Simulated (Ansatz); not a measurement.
**Starting-point dependence of the GW gap of MoS2 (P6_3/mmc)**

Aim: G0W0 for MoS2 (P6_3/mmc) on several starting functionals, at one mesh, band count and screening cutoff.

Main program and level: Ansatz 0.2.0; G0W0 on several functionals, plane waves, PAW.

The database entry behind the starting cell differs from later determinations by our own check (about 0.3 % long), so it need not match the best structure at ambient conditions.

In doubt: masses and optical values from hybrid runs of this build are listed as unsure (steps 3, 4), which bears on the screening that GW takes from such a start.

### Step 1. Starting point

The structure is hexagonal, space group P6_3/mmc (No. 194). Conventional cell: a = 3.169 Å, b = 3.169 Å, c = 12.324 Å, α = 90.00°, β = 90.00°, γ = 120.00°. Nearest to Mo lie 6 S at 2.41 Å. S has 3 Mo at 2.41 Å nearest. Farther neighbours and most contacts between anions are not listed.

The cell and positions come from the Crystallography Open Database and are kept as given unless a step says otherwise. The default PAW set here is soft_2. Its files were made with PBE.

### Step 2. G0W0 on PBE

G0W0 replaces the xc potential by the self-energy, built once from these orbitals. Only a window of levels is corrected, while the sums run over the empty bands that the input names.

This step: G0W0 on PBE, plane waves, PAW.

File input.yaml:

```yaml
crystal:
  lattice:
    - [3.169, 0.0, 0.0]
    - [-1.5845, 2.7444345046, 0.0]
    - [0.0, 0.0, 12.324]
  atoms:
    - { symbol: Mo, position: [0.3333333333, 0.6666666667, 0.25] }
    - { symbol: Mo, position: [0.6666666667, 0.3333333333, 0.75] }
    - { symbol: S, position: [0.3333333333, 0.6666666667, 0.623] }
    - { symbol: S, position: [0.6666666667, 0.3333333333, 0.123] }
    - { symbol: S, position: [0.3333333333, 0.6666666667, 0.877] }
    - { symbol: S, position: [0.6666666667, 0.3333333333, 0.377] }
kpoints:
  mp_grid: { grid: [6, 6, 2] }
hamiltonian:
  xc: pbe
scf:
  occupations: { method: fixed }
gw:
  n_empty_bands: 688
  ecut_chi: 200.0
  qp_bands: [v2, c2]
  qp_kpoints: band_edges
  screening: { model: contour_deformation }
```

Command:

```bash
ansatz run input.yaml --threads 3 --pin off --max-ram 64512MiB --backend cuda --events-out ev --progress --plain --runs-dir out --devices 1 --max-vram 24GiB  # rebuilt from the run's record
```

Numbers of over 12 decimals in the logs are rounded to 6 here.

Output:

```text
GPUs: using 1 of 1 available (devices: 1).
Engine: ansatz 0.2.0, x86_64-unknown-linux-gnu
Pseudopotentials: kind: paw
Pseudopotential: Mo, paw, valence charge 14, recommended cutoff 420 eV (normal), Mo.paw.azcp
Pseudopotential: S, paw, valence charge 6, recommended cutoff 420 eV (normal), S.paw.azcp
Functional definition: PBE
  parameter kappa = 0.804
  parameter beta = 0.066725
  exchange = pbe_x(kappa = kappa, mu = beta*pi^2/3)
  correlation = pbe_c(beta = beta)
device memory: the entry about to start is reckoned to put 1.1 GiB on a device that reports 76.7 GiB free (of which the cap on the GPU budget leaves the run 24.0 GiB)
GPU FFT provider: cuFFT
GPU libraries: cuBLAS 13.8.1, cuFFT 12.4.0, cuSOLVER 12.3.2
Crystal: 6 atoms, lattice volume = 107.183 Å³
Basis set: ecut = 420 eV, 2081 PW (Γ)
Bands: 32, of which v1, the nominal top of the filled ones, is band 26 counted from 1 (25 counted from 0)
Symmetry: 24 space group operations
Space group: P63/mmc (ITA 194), of the structure as read, at distance tolerance 4.8e-5 Å
k-points: 14 of 72
Non-local potential: Mo, projectors of the file, l = 0: 3, l = 1: 2, l = 2: 2, l = 3: 1
Non-local potential: S, projectors of the file, l = 0: 2, l = 1: 2, l = 2: 2
PAW form: soft (Blöchl's): semilocal exchange-correlation on the pseudo side does not see the compensation charge
PAW one-centre angular grid: Mo, 590 points (default); XC on 64 Gauss nodes
PAW one-centre angular grid: S, 110 points (default); XC on 64 Gauss nodes
Initial density: superposition of atomic densities (neutral atoms: chi_scale 0, normalization atom), corrected by the library's trained network
Initial wavefunctions: pseudopotential atomic-orbital guess
GPU buffer pool allocated for 51840 grid points (all kernels)
GPU transforms: local potential and band sums: pruned to the plane-wave sphere, on 24×24×90
Functional: x = pbe(κ = 0.804, μ = 0.219515), c = pbe(β = 0.066725)
SCF iter   1: F=—  HF=-13525.526697 eV  |F-HF|=—  |Δ(HF+E_count)|=         —  Δρ=5.46e-3  dr2=7.41e-3  ethr=1.77e-3  ⟨swp⟩=5.0  Hψ=1664  notcnv=0  defer=42
preconditioner: auto → Resta (q_TF=auto, 2.418 Å⁻¹)  ε∞=8.7  [insulator: Δε(μ)=0.887 eV  Ē_g=7.751 eV  n_scr=26 (ndim 8)  ℏωp=21.5 eV  f_vac=0.016  ε∞_Penn≈8.7]
SCF iter   2: F=—  HF=-13525.535933 eV  |F-HF|=—  |Δ(HF+E_count)|=   9.24e-3  Δρ=3.13e-3  dr2=2.37e-3  ethr=1.42e-5  ⟨swp⟩=2.0  Hψ=843  notcnv=0  defer=54
SCF iter   3: F=—  HF=-13525.540700 eV  |F-HF|=—  |Δ(HF+E_count)|=   4.77e-3  Δρ=4.94e-4  dr2=6.38e-4  ethr=4.55e-6  ⟨swp⟩=2.0  Hψ=698  notcnv=0  defer=54
SCF iter   4: F=—  HF=-13525.540635 eV  |F-HF|=—  |Δ(HF+E_count)|=   6.54e-5  Δρ=1.15e-4  dr2=1.09e-5  ethr=1.23e-6  ⟨swp⟩=2.1  Hψ=557  notcnv=0  defer=35
SCF iter   5: F=—  HF=-13525.540645 eV  |F-HF|=—  |Δ(HF+E_count)|=   1.04e-5  Δρ=5.19e-5  dr2=2.42e-6  ethr=2.09e-8  ⟨swp⟩=2.0  Hψ=619  notcnv=0  defer=2
SCF iter   6: F=—  HF=-13525.540647 eV  |F-HF|=—  |Δ(HF+E_count)|=   2.21e-6  Δρ=8.56e-6  dr2=1.01e-7  ethr=4.65e-9  ⟨swp⟩=2.0  Hψ=648  notcnv=0  defer=2
SCF iter   7: F=-13525.540647 eV  HF=-13525.540647 eV  |F-HF|=7.09e-10  |Δ(HF+E_count)|=   5.96e-8  Δρ=2.23e-6  dr2=6.40e-9  ethr=1.92e-10  ⟨swp⟩=4.9  Hψ=1310  notcnv=0
SCF 1 converged in 7 iterations: F = -13525.540647 eV  dr2 = 6.40e-9
  greatest PAW one-centre occupation: 0.998 electrons in one spin orbital (limit 2), on the Mo atom at site 1 (counted from 0), in its partial waves of l = 0
device memory: the entry about to start is reckoned to put 1.2 GiB (of the 1.3 GiB reckoned in all, the device holds 0.1 GiB already) on a device that reports 73.7 GiB free (of which the cap on the GPU budget leaves the run 23.9 GiB)
NSCF: frozen V_eff on 14 k-points, pencils in batches of 32, up to order 128
the band table was solved once the SCF had ended and its energy, with any forces and stress, was formed, with the checks that follow a solve (1760 applications of the Hamiltonian). They found nothing against the state; the energy, forces and stress were not computed again (output.eigenvalues in the input reference)
device memory: the entry about to start is reckoned to put 5.2 GiB on a device that reports 73.5 GiB free (of which the cap on the GPU budget leaves the run 24.0 GiB)
NSCF: frozen V_eff on 14 k-points
G₀W₀ screening: q 1/14
[... further progress lines ...]
SCF converged after 7 iterations
Free energy (F): -13525.540647 eV
Harris-Foulkes:  -13525.540647 eV  (|F-HF|=7.09e-10)
Internal energy: -13525.540647 eV  (E = F + TS)
E sigma→0 (E₀):  -13525.540647 eV
Fermi energy:    10.896774 eV
--- Per-component energies (eV) ---
  E_band       = -312.442293
  E_kinetic    = 1312.080568
  E_local      = -3923.171117  (includes V_loc(G=0)·N_el)
  E_nonlocal   = 398.377367
  E_hartree    = 1508.576741
  E_xc         = -757.133550
  E_vxc        = -810.200444  (∫ρ·V_xc dr)
  E_paw        = -8803.054294  (= ΣΔE_a)
  E_vpaw       = -306.678742  (= ΣTr[D̂ρ^β])
  E_aug_tail   = 0.000083  (compensation charges beyond the density's cutoff)
  E_ewald      = -3261.216446
  E_smearing   = -0.000000  (= −TS)
  E_closure    = 0.000000  (closes the sum)
  Σ components = -13525.540647   (vs F -13525.540647, Δ=0.00e0)
--- Band table (eV; the first three rows and the last of 14) ---
  k-point 0: bands = [... 22 lower, 8.7669, 9.7117, 9.7496, 10.8968, 12.9944, 12.9944, 13.0224, 13.0224, ... 2 higher]
  k-point 1: bands = [... 22 lower, 8.7436, 8.7436, 10.6302, 10.6302, 12.9998, 12.9998, 12.9998, 12.9998, ... 2 higher]
  k-point 2: bands = [... 22 lower, 8.8399, 9.7099, 9.7325, 10.1259, 12.3854, 12.7493, 12.7590, 12.9531, ... 2 higher]
  k-point 13: bands = [... 22 lower, 8.0256, 8.0256, 10.2018, 10.2018, 11.9456, 11.9456, 13.1987, 13.1987, ... 2 higher]
--- G₀W₀: contour deformation, 8 samples at zero and on the imaginary axis and 1 off it, 72 q-points, 688 empty bands' worth ---
  eigenvalues of the whole cell's RPA ε∞ on this k-mesh (on a slab, of 1 + 4πα/V) = 6.2275, 14.9554, 14.9554; static W/v taken at q = 0 is 0.069903
  bands read: the sum over 714 bands ends inside a degenerate multiplet in 3 slots, whose members it reads at an even weight; the widest, k=1: bands 713 to 716 (counted from 1) at 2/4 each
  gw.qp_kpoints: band_edges: 12 of 14 stored k-points solved, in 1 pass; an edge of the gap read off the rows below is read off those points alone
    valence top: of the k-points left out ik 7 came nearest to being solved in a further pass, in band 25 (counted from 1, as in the quasiparticle table): it holds the edge there only if its correction is more favourable than any solved in that band by at least 1.266 eV; those differ by 0.418 eV
    conduction bottom: of the k-points left out ik 5 came nearest to being solved in a further pass, in band 27 (counted from 1, as in the quasiparticle table): it holds the edge there only if its correction is more favourable than any solved in that band by at least 0.658 eV; those differ by 0.245 eV
    ik  band        ε_KS         Σx   Σc(E_QP)       V_xc       Z   E_QP_lin       E_QP  E_QP is
     0    25      9.7496   -18.6978     0.9138   -17.5874  0.7273     9.5523     9.5530  root
     0    26     10.8968   -19.7402     0.3695   -19.1818  0.7346    10.7075    10.7079  root
     0    27     12.9944   -13.7864    -4.4803   -18.5169  0.7382    13.2457    13.2446  root
     0    28     12.9944   -13.7864    -4.4803   -18.5169  0.7382    13.2457    13.2446  root
     1    25     10.6302   -19.4298     0.6379   -18.5535  0.7365    10.3912    10.3918  root
     1    26     10.6302   -19.4298     0.6379   -18.5535  0.7365    10.3912    10.3918  root
     1    27     12.9998   -13.7331    -4.4758   -18.4521  0.7380    13.2442    13.2431  root
     1    28     12.9998   -13.7331    -4.4758   -18.4521  0.7380    13.2442    13.2431  root
     2    25      9.7325   -18.5719     1.8103   -16.2166  0.7446     9.1823     9.1875  root
     2    26     10.1259   -19.4072     0.7698   -18.4311  0.7333     9.9189     9.9196  root
     2    27     12.3854   -13.5782    -4.2434   -17.9885  0.7373    12.5528    12.5523  root
     2    28     12.7493   -14.1025    -4.2797   -18.5698  0.7284    12.9377    12.9370  root
     3    25     10.0751   -19.3895     0.9037   -18.2493  0.7338     9.8377     9.8386  root
     3    26     10.0751   -19.3895     0.9037   -18.2493  0.7338     9.8377     9.8386  root
     3    27     12.5885   -13.8642    -4.3893   -18.4617  0.7361    12.7975    12.7966  root
     3    28     12.5885   -13.8642    -4.3893   -18.4617  0.7361    12.7975    12.7966  root
     4    25      9.0998   -18.5546     1.2399   -17.0856  0.7255     8.8694     8.8707  root
     4    26      9.3558   -19.0398     1.1589   -17.6677  0.7281     9.1417     9.1426  root
     4    27     12.2870   -14.2464    -4.4547   -18.9550  0.7320    12.5421    12.5409  root
     4    28     12.3861   -15.3312    -4.4923   -20.1338  0.7268    12.6984    12.6965  root
     6    25      9.4972   -17.6852     1.2371   -16.0756  0.7435     9.1220     9.1247  root
     6    26      9.6219   -18.3905     1.1117   -16.9859  0.7386     9.3275     9.3290  root
     6    27     12.4958   -16.6414    -4.8633   -21.9163  0.7173    12.9112    12.9074  root
     6    28     12.5414   -16.6096    -4.8916   -21.9082  0.7165    12.9522    12.9483  root
[...]
12    25     10.1301   -19.1153     0.3712   -18.6104  0.7360     9.9962     9.9964  root
    12    26     10.2918   -19.5175     0.2962   -19.1026  0.7358    10.1729    10.1732  root
    12    27     11.9443   -16.1257    -4.1111   -20.5483  0.7290    12.2573    12.2557  root
    12    28     11.9443   -16.1257    -4.1111   -20.5483  0.7290    12.2573    12.2557  root
    13    25     10.2018   -19.2682     0.3311   -18.8105  0.7360    10.0749    10.0752  root
    13    26     10.2018   -19.2682     0.3311   -18.8105  0.7360    10.0749    10.0752  root
    13    27     11.9456   -16.1207    -4.1107   -20.5422  0.7290    12.2579    12.2564  root
    13    28     11.9456   -16.1207    -4.1107   -20.5422  0.7290    12.2579    12.2564  root
```

Run time: 30 s. Hardware: 1 × NVIDIA H100 80GB HBM3 (shared by 3 runs) with 3 threads of AMD EPYC 7R13 (Zen 3), shared host; peak memory 2.7 GiB; 52 s of CPU time.

Reading the cycles: dr2 is the Hartree energy of the density residual (eV), the measure of convergence; HF is the Harris–Foulkes estimate of the energy, which meets the free energy F at convergence.

Numbers from this step:

```
bands summed                                 : 714
RPA ε∞ on this mesh (eigenvalues)            : 6.227, 14.96, 14.96
plane waves in the screening matrix          : 701
q-points in the mesh                         : 72
G0W0 gap on the mesh                         : 1.258 eV
k of the valence top                         : 0, 0, 0
k of the conduction bottom                   : 0.1667, 0.1667, 0
starting gap on the mesh                     : 0.8857 eV
Z at the valence top                         : 0.7346
Z at the conduction bottom                   : 0.7457
least direct G0W0 gap on the computed points : 2.083 eV
```

The gap on the mesh goes from 0.89 eV to 1.26 eV, a correction of +0.37 eV. Between the two edge states, bare exchange in place of the xc potential would open the gap by 4.75 eV, and correlation takes back 4.38 eV.

### Step 3. G0W0 on HSE06

The same correction from a different start measures what one shot leaves open.

This step: G0W0 on HSE06, plane waves, PAW.

Edit input.yaml of step 2 so:

```diff
@@ -15,3 +15,3 @@
 hamiltonian:
-  xc: pbe
+  xc: hse06
 scf:
```

Output:

```text
GPUs: using 1 of 1 available (devices: 1).
[...]
davidson cushion auto → on  (no smearing: the cushion is to keep the highest requested band from converging to the state above it; pin scf.eigensolver.cushion to override)
[...]
GPU FFT provider: cuFFT
GPU libraries: cuBLAS 13.8.1, cuFFT 12.4.0, cuSOLVER 12.3.2
Crystal: 6 atoms, lattice volume = 107.183 Å³
Basis set: ecut = 420 eV, 2081 PW (Γ)
Bands: 32, of which v1, the nominal top of the filled ones, is band 26 counted from 1 (25 counted from 0)
[... 1 set-up line as in the run before ...]
[...]
k-points: 14 of 72
[...]
GPU buffer pool allocated for 51840 grid points (all kernels)
[...]
SCF iter   1: F=—  HF=-13525.523161 eV  |F-HF|=—  |Δ(HF+E_count)|=         —  Δρ=5.56e-3  dr2=8.15e-3  ethr=1.77e-3  ⟨swp⟩=5.7  Hψ=1935  notcnv=0
[...]
SCF iter   5: F=-13525.537263 eV  HF=-13525.537261 eV  |F-HF|=1.35e-6  |Δ(HF+E_count)|=   7.92e-4  Δρ=8.84e-5  dr2=4.74e-6  ethr=6.31e-7  ⟨swp⟩=3.1  Hψ=1289  notcnv=0  defer=1
SCF 1 stopped early in 5 iterations: F = -13525.537263 eV  dr2 = 4.74e-6
[...]
GPU FFT provider: cuFFT
GPU libraries: cuBLAS 13.8.1, cuFFT 12.4.0, cuSOLVER 12.3.2
[...]
GPU buffer pool allocated for 51840 grid points (all kernels)
[...]
Free energy (F): -13531.565462 eV
Frozen-core exchange: fock
[...]
Internal energy: -13531.565462 eV  (E = F + TS)
E sigma→0 (E₀):  -13531.565462 eV
Fermi energy:    10.522562 eV
[...]
--- Band table (eV; the first three rows and the last of 14) ---
  k-point 0: bands = [... 22 lower, 8.1940, 9.1050, 9.2723, 10.5226, 13.3442, 13.3442, 13.3757]
  k-point 1: bands = [... 22 lower, 8.1667, 8.1667, 10.2136, 10.2136, 13.3482, 13.3482, 13.3482]
  k-point 2: bands = [... 22 lower, 8.2016, 9.1362, 9.2062, 9.6785, 12.6441, 13.0246, 13.1090]
  k-point 13: bands = [... 22 lower, 7.2389, 7.2389, 9.8266, 9.8266, 12.0384, 12.0384, 13.5906]
  guard bands above this table: 3 of the run's 32 bands. The solve was not asked for them (output.publish_guard_bands: true or output.eigenvalues: true publishes all)
[...]
0    25      9.2723   -18.7291     0.8899   -17.8686  0.7567     9.3018     9.3018  root
     0    26     10.5226   -19.7816     0.4371   -19.3117  0.7628    10.4897    10.4897  root
     0    27     13.3442   -13.5925    -4.4058   -17.9895  0.7654    13.3355    13.3355  root
     0    28     13.3442   -13.5925    -4.4058   -17.9895  0.7654    13.3355    13.3355  root
     1    25     10.2136   -19.4737     0.6651   -18.7696  0.7641    10.1747    10.1747  root
     1    26     10.2136   -19.4737     0.6651   -18.7696  0.7641    10.1747    10.1747  root
     1    27     13.3482   -13.5449    -4.3955   -17.9261  0.7651    13.3339    13.3339  root
     1    28     13.3482   -13.5449    -4.3955   -17.9261  0.7651    13.3339    13.3339  root
[...]
13    25      9.8266   -19.1029     0.2711   -18.8397  0.7640     9.8346     9.8346  root
    13    26      9.8266   -19.1029     0.2711   -18.8397  0.7640     9.8346     9.8346  root
    13    27     12.0384   -15.9811    -3.9353   -20.0458  0.7575    12.1680    12.1678  root
    13    28     12.0384   -15.9811    -3.9353   -20.0458  0.7575    12.1680    12.1678  root
```

Wall time 73 s (1 × NVIDIA H100 80GB HBM3 (shared by 3 runs) with 3 threads); peak memory 2.9 GiB.

Numbers from this step:

```yaml
bands_summed: 714
rpa_eps_infinity_on_this_mesh_eigenvalues: 5.127, 11.85, 11.85
plane_waves_in_the_screening_matrix: 701
q_points_in_the_mesh: 72
g0w0_gap_on_the_mesh: 1.474 eV
k_of_the_valence_top: 0, 0, 0
k_of_the_conduction_bottom: 0.1667, 0.1667, 0
starting_gap_on_the_mesh: 1.444 eV
z_at_the_valence_top: 0.7628
z_at_the_conduction_bottom: 0.7720
least_direct_g0w0_gap_on_the_computed_points: 2.235 eV
```

Against the run with 6×6×2 mesh, 688 empty bands, screening to 200 eV on PBE, the gap moves by +0.22 eV, while the start moved by +0.56 eV.

### Step 4. G0W0 on PBE0

This step: G0W0 on PBE0, plane waves, PAW.

Edit input.yaml of step 3 so:

```diff
@@ -15,3 +15,3 @@
 hamiltonian:
-  xc: hse06
+  xc: pbe0
 scf:
```

Output:

```text
GPUs: using 1 of 1 available (devices: 1).
[...]
GPU FFT provider: cuFFT
GPU libraries: cuBLAS 13.8.1, cuFFT 12.4.0, cuSOLVER 12.3.2
Crystal: 6 atoms, lattice volume = 107.183 Å³
Basis set: ecut = 420 eV, 2081 PW (Γ)
Bands: 32, of which v1, the nominal top of the filled ones, is band 26 counted from 1 (25 counted from 0)
[... 1 set-up line as in the run before ...]
[...]
k-points: 14 of 72
[...]
1    27     13.7031   -13.5349    -4.3096   -17.5654  0.7815    13.4247    13.4239  root
     1    28     13.7031   -13.5349    -4.3096   -17.5654  0.7815    13.4247    13.4239  root
[...]
13    25      9.4823   -19.0984     0.2302   -19.1533  0.7818     9.7668     9.7674  root
    13    26      9.4823   -19.0984     0.2302   -19.1533  0.7818     9.7668     9.7674  root
    13    27     12.3605   -15.9612    -3.8570   -19.6844  0.7757    12.2268    12.2266  root
    13    28     12.3605   -15.9612    -3.8570   -19.6844  0.7757    12.2268    12.2266  root
[key lines of the parts left out:]
Free energy (F): -13531.529881 eV
Fermi energy:    10.188729 eV
```

Wall time 74 s (1 × NVIDIA H100 80GB HBM3 (shared by 3 runs) with 3 threads); peak memory 2.9 GiB; 98 s of CPU time.

This step gave:

```
bands summed                                 : 714
RPA ε∞ on this mesh (eigenvalues)            : 4.733, 10.23, 10.23
plane waves in the screening matrix          : 701
G0W0 gap on the mesh                         : 1.605 eV
k of the valence top                         : 0, 0, 0
k of the conduction bottom                   : 0.1667, 0.1667, 0
starting gap on the mesh                     : 2.111 eV
least direct G0W0 gap on the computed points : 2.360 eV
```

Against the run with 6×6×2 mesh, 688 empty bands, screening to 200 eV on HSE06, the gap moves by +0.13 eV, while the start moved by +0.67 eV.

### Step 5. Side by side

All on the 6×6×2 mesh with 688 empty bands and screening to 200 eV. Times are wall times on 1 × NVIDIA H100 80GB HBM3 (shared by 3 runs) with 3 threads of AMD EPYC 7R13 (Zen 3), shared host, good to a factor of about two.

```csv
start,starting gap (eV),shift (eV),G0W0 gap (eV),RPA ε∞ (harmonic mean),"Z (valence, conduction)",time
PBE,0.89,+0.37,1.26,10.19,"0.73, 0.75",30 s
HSE06,1.44,+0.03,1.47,8.25,"0.76, 0.77",73 s
PBE0,2.11,−0.51,1.61,7.38,"0.78, 0.79",74 s
```

How the two edges are built up, in eV (the quasiparticle level is the starting level plus Σx plus Σc less Vxc):

```csv
run,edge,start,Σx,Σc,Vxc,Z,QP
PBE,valence top,10.90,-19.74,0.37,-19.18,0.73,10.71
PBE,conduction bottom,11.78,-13.37,-4.01,-17.56,0.75,11.97
HSE06,valence top,10.52,-19.78,0.44,-19.31,0.76,10.49
HSE06,conduction bottom,11.97,-13.13,-3.94,-17.06,0.77,11.96
PBE0,valence top,10.19,-19.80,0.41,-19.63,0.78,10.43
PBE0,conduction bottom,12.30,-13.10,-3.87,-16.70,0.79,12.03
```

For a hybrid start, Vxc holds its share of exact exchange.

### Step 6. What came out

```yaml
g0w0_pbe: 1.26 eV (start 0.89 eV)
g0w0_hse06: 1.47 eV (start 1.44 eV)
g0w0_pbe0: 1.61 eV (start 2.11 eV)
known_limits: not at the basis limit; no spin-orbit coupling; coarse k mesh
```

In words: The starting gaps span 1.23 eV and the G0W0 gaps 0.35 eV. Between PBE and PBE0, 0.35 eV of the 1.23 eV survives, 28 %. PBE0 screens less than PBE (ε∞ 7.38 against 10.19). Of the 0.35 eV by which its G0W0 gap is higher, the correlation part gives +0.10 eV, and exchange with the one-particle terms, which follow the orbitals, +0.25 eV. On PBE0 the correction is negative: that start lies above its own G0W0 value. The smallest correction, +0.03 eV, is on HSE06, the start nearest to reproducing itself. Bands and cutoff are finite, so the gap is not at the basis limit. The miss can reach some tenths of an eV and take either sign; the mesh is an error of its own. The 6×6×2 mesh is coarse for this cell (its supercell is 19 Å along the shortest edge). The RPA ε∞ on it, from the PBE start, is 6.23 and 14.96; such meshes misread the long-range screening, most where the gap is narrow. The program warns that the mesh is coarse for exact exchange, which bears on the hybrid start's gap. The many-body steps are scalar-relativistic: spin-orbit coupling is not in them.

[Paths, hosts, dates, memory and timing lines, banners, echoed tables and standing remarks are left out of the program output.]

[Logs are printed without paths, hosts, clocks, repeated set-up lines and the standing remarks that a program may print on its own settings, such as how far it seeks lower states.]

[Runs of the session that timed out or met a known fault of the program may be left out.]

[Cells called generated may have been cut or substituted from an entry of the Crystallography Open Database or the Materials Project.]

[Hosts, paths, dates, database ids (printed as entryN), source tags and the programs' standing remarks are cut or masked in the printed files.]
